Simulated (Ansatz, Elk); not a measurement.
## Bonding as seen by X-rays: GaCu2IrSe4

The structure of GaCu2IrSe4 used here is made up (a known structure type with other elements) and was relaxed beforehand with PBEsol. The aim is the Fourier transform of its all-electron density, F(hkl), set beside the sum over free spherical atoms that refinements use.

Method: DFT, PBE, all-electron APW+lo, Dirac cores, scalar-relativistic bands, static density, no spin, in Elk 11.2.3 (patched build).

This account leaves out most program logs.

The structure was built from a prototype and need not be the compound's stable phase.

### Step 1. Set-up

Symmetry: I-42m, No. 121, tetragonal system. Conventional cell: a = 5.527 Å, b = 5.527 Å, c = 11.045 Å, α = 90.00°, β = 90.00°, γ = 90.00°. Ir has 4 Se at 2.38 Å nearest. Nearest to Se lie 2 Cu at 2.36 Å and 1 Ir at 2.38 Å and 1 Ga at 2.47 Å. Nearest to Ga lie 4 Se at 2.47 Å. Nearest to Cu lie 4 Se at 2.36 Å. Farther neighbours and most contacts between anions are not listed.

### Step 2. Ground state and structure factors

An all-electron density is needed, since X-rays see the cores too. Task 0 finds the density and task 195 Fourier-transforms it; tshift is off so that phases refer to the origin typed.

elk.in reads:

```
tasks
  0
  195

xctype
  20

spinpol
  .false.

rgkmax
  7.0

gmaxvr
  14.0

lmaxo
  7

lmaxapw
  8

swidth
  0.002

tshift
  .false.

ramdisk
  .false.

hmaxvr
  5.5

maxscl
  120

epspot
  1e-06

sppath
  './'

avec
  -5.22232822813 5.22232822813 10.43616910829
  5.22232822813 -5.22232822813 10.43616910829
  5.22232822813 5.22232822813 -10.43616910829

atoms
  4
  'Ir.in'
  1
  -0.0000000000 -0.0000000000 0.0000000000   0.000000 0.000000 0.000000
  'Se.in'
  4
  0.8875592123 0.3731844524 0.0000000000   0.000000 0.000000 0.000000
  0.1124407877 0.1124407877 0.4856252402   0.000000 0.000000 0.000000
  0.6268155476 0.6268155476 0.5143747598   0.000000 0.000000 0.000000
  0.3731844524 0.8875592123 0.0000000000   0.000000 0.000000 0.000000
  'Ga.in'
  1
  0.5000000000 0.5000000000 0.0000000000   0.000000 0.000000 0.000000
  'Cu.in'
  2
  0.2500000000 0.7500000000 0.5000000000   0.000000 0.000000 0.000000
  0.7500000000 0.2500000000 0.5000000000   0.000000 0.000000 0.000000

ngridk
  6 6 6
```

On the command line:

```console
$ OMP_NUM_THREADS=4 elk
```

Wall time 3.1 min (4 threads of INTEL XEON PLATINUM 8581C at 2.10GHz (Emerald Rapids), shared host); peak memory 0.46 GiB; 11 min of CPU time.

SFACRHO.OUT:

```text

h k l indices transformed by vhmat matrix:
   1.000000000       0.000000000       0.000000000    
   0.000000000       1.000000000       0.000000000    
   0.000000000       0.000000000       1.000000000    

      h      k      l  multipl.   |H|            Re(F)            Im(F)           |F|

      0      0      0      1   0.0000000       302.00000      0.20118835E-15   302.00000    
      1      1     -1      2  0.60205859       39.426204     -0.54775607E-10   39.426204    
      1      0     -1      8  0.67268442       48.177705      0.25803013E-07   48.177705    
      1     -1      0      4  0.85074755       46.684518      0.25330112E-13   46.684518    
     -1     -1      2      4   1.0422312       145.12631      -115.30782       185.35786    
      0     -2      1      4   1.0422312       145.12631       115.30782       185.35786    
     -1     -2      1      8   1.0851053       37.887975      0.21529724E-07   37.887975    
     -1      1     -1      4   1.2031387       29.411200     -0.70284976E-10   29.411200    
     -2     -2      2      2   1.2041172       29.937541      0.62825160E-10   29.937541    
      0      2      0      8   1.3453688       50.662810      0.40093309E-10   50.662810    
     -2      1      1      8   1.3784220       36.701128       6.9941929       37.361632    
      0     -1      2      8   1.3784220       36.701128      -6.9941929       37.361632    
     -2     -2      1      4   1.4743370       42.438819       13.931373       44.666951    
      2      2     -3      4   1.4743370       42.438819      -13.931373       44.666951    
      2      1      0      8   1.6201840       41.949327       5.7186859       42.337328    
      3      0     -2      8   1.6201840       41.949327      -5.7186859       42.337328    
      3      2     -2      8   1.6209107       35.880373      0.51096537E-07   35.880373    
      2     -2      0      4   1.7014951       224.16732     -0.32727274E-13   224.16732
```

Elk indexes on the primitive cell of elk.in and gives |H| = 4π sin θ/λ in inverse bohr. Below, one row stands for each form hkl of the conventional cell (m members, Friedel mates merged), F is for one primitive cell and the density is static (no thermal factor). Free-atom factors are Waasmaier and Kirfel's, and R is Σm||F|−|F'||/Σm|F|.

```
hkl   m  sin θ/λ (Å⁻¹)  abs F, DFT  neutral atoms   diff.  abs of complex diff.
002   2          0.090      39.426         39.186  +0.241                 0.241
101   8          0.101      48.178         48.021  +0.157                 0.157
110   4          0.128      46.684         46.385  +0.299                 0.299
112   8          0.157     185.358        185.281  +0.077                 0.408
103   8          0.163      37.888         37.806  +0.082                 0.082
200   4          0.181      29.411         30.140  -0.729                 0.729
004   2          0.181      29.938         30.696  -0.758                 0.758
202   8          0.202      50.663         50.167  +0.496                 0.496
211  16          0.207      37.362         37.347  +0.015                 0.030
114   8          0.222      44.667         44.267  +0.400                 0.454
213  16          0.244      42.337         42.356  -0.019                 0.033
105   8          0.244      35.880         35.807  +0.073                 0.073
220   4          0.256     224.167        225.260  -1.093                 1.093
204   8          0.256     223.651        224.731  -1.080                 1.080
222   8          0.271      34.275         33.964  +0.311                 0.312
006   2          0.272      60.328         59.941  +0.387                 0.387
301   8          0.275      28.446         28.304  +0.142                 0.142
310   8          0.286      39.788         39.383  +0.405                 0.405
312  16          0.300     149.508        150.469  -0.961                 0.984
116   8          0.300     148.905        149.862  -0.957                 0.980
303   8          0.303      45.899         45.857  +0.042                 0.042
215  16          0.304      39.141         39.155  -0.014                 0.031
```

### Step 3. The highest occupied states alone

An energy window below the Fermi level keeps the highest occupied states, to see at which angles they scatter; shallow core shells can lie inside it and anion s states outside. No new self-consistency is needed.

Edit elk.in of step 2 so:

```diff
@@ -1,3 +1,2 @@
 tasks
-  0
   195
@@ -40,2 +39,5 @@
 
+wsfac
+  -0.156410 0.511080
+
 sppath
```

On the command line:

```console
$ OMP_NUM_THREADS=4 elk
```

Elapsed: 23 s, on 4 threads; peak memory 0.28 GiB; 30 s of CPU time.

States within 10 eV below the Fermi level hold 50.00 electrons; any levels below the window count with the cores. Their amplitudes can exceed the total, where window and core parts have opposite phase:

```
hkl  sin θ/λ (Å⁻¹)  abs F, window  abs F, all
002          0.090         11.643      39.426
101          0.101          5.153      48.178
110          0.128         10.980      46.684
112          0.157         21.468     185.358
103          0.163          3.131      37.888
200          0.181         14.039      29.411
004          0.181         14.056      29.938
202          0.202         10.224      50.663
211          0.207          2.160      37.362
114          0.222         10.238      44.667
```

### Step 4. Another functional

The difference from free atoms is small, so it is set against the change that PBEsol makes.

Edit elk.in of step 3 so:

```diff
@@ -1,2 +1,3 @@
 tasks
+  0
   195
@@ -4,3 +5,3 @@
 xctype
-  20
+  22
 
@@ -39,5 +40,2 @@
 
-wsfac
-  -0.156410 0.511080
-
 sppath
```

On the command line:

```console
$ OMP_NUM_THREADS=4 elk
```

Run time: 3 min. Hardware: 4 threads; peak memory 0.44 GiB.

Against the first run R = 0.02 %; the largest change is -0.057 at 112.

### Step 5. Basis size

The basis and the expansions that go with it are enlarged, to see whether the differences are converged.

Edit elk.in of step 4 so:

```diff
@@ -5,3 +5,3 @@
 xctype
-  22
+  20
 
@@ -11,12 +11,12 @@
 rgkmax
-  7.0
+  8.5
 
 gmaxvr
-  14.0
+  18.0
 
 lmaxo
-  7
+  9
 
 lmaxapw
-  8
+  10
```

On the command line:

```console
$ OMP_NUM_THREADS=4 elk
```

It took 8.6 min on 4 threads; peak memory 0.9 GiB.

Against the first run R = 0.01 %; the largest change is -0.028 at 336.

### Step 6. Settings against the effect

```
                              run  R against the first run (%)  R against neutral atoms, low angle (%)  wall time
                    PBE, rgkmax 7                         0.00                                    0.44    3.1 min
                           PBEsol                         0.02                                    0.44      3 min
rgkmax 8.5 with larger expansions                         0.01                                    0.44    8.6 min
```

### Step 7. Results

- R against neutral atoms, sin θ/λ < 0.3 Å⁻¹: 0.44 %
- R against neutral atoms, 0.3 to 0.66 Å⁻¹: 0.21 %

**Reading.** Independent neutral atoms miss the calculated amplitudes by R = 0.44 % below 0.3 Å⁻¹ and 0.21 % from there to 0.66 Å⁻¹; by shells, 0.45 % below 0.15 Å⁻¹ (3 forms), 0.44 % 0.15 to 0.3 (15 forms), 0.24 % 0.3 to 0.45 (33 forms), 0.19 % above 0.45 (98 forms). Bonding, aspherical density and the tables' own atoms all enter these figures, and the runs don't part them. The largest change of an amplitude is -1.09 electrons, at 220. R counts amplitudes alone; phases shift too. The window's part falls from 50.0 electrons at the origin to at most 5.26 between 0.45 and 0.66 Å⁻¹, where compact states inside the window still scatter. Below 0.3 Å⁻¹ the changes that finished (PBEsol and rgkmax 8.5 with larger expansions) move F by R = 0.01 % at most, against the 0.44 % that separates it from free atoms. The k-mesh has no finished test. These runs have no spin, though d or f shells may be open. Spin-orbit coupling is left out, which can matter for elements this heavy. Part of the difference isn't bonding: the tables are fits to free atoms and ions calculated by other methods than this functional. Thermal motion, anomalous dispersion and extinction are left out.

[Logs are printed without paths, hosts, clocks, repeated set-up lines and the standing remarks that a program may print on its own settings, such as how far it seeks lower states.]

[Hosts, paths, dates, database ids (printed as entryN), source tags and the programs' standing remarks are cut or masked in the printed files.]
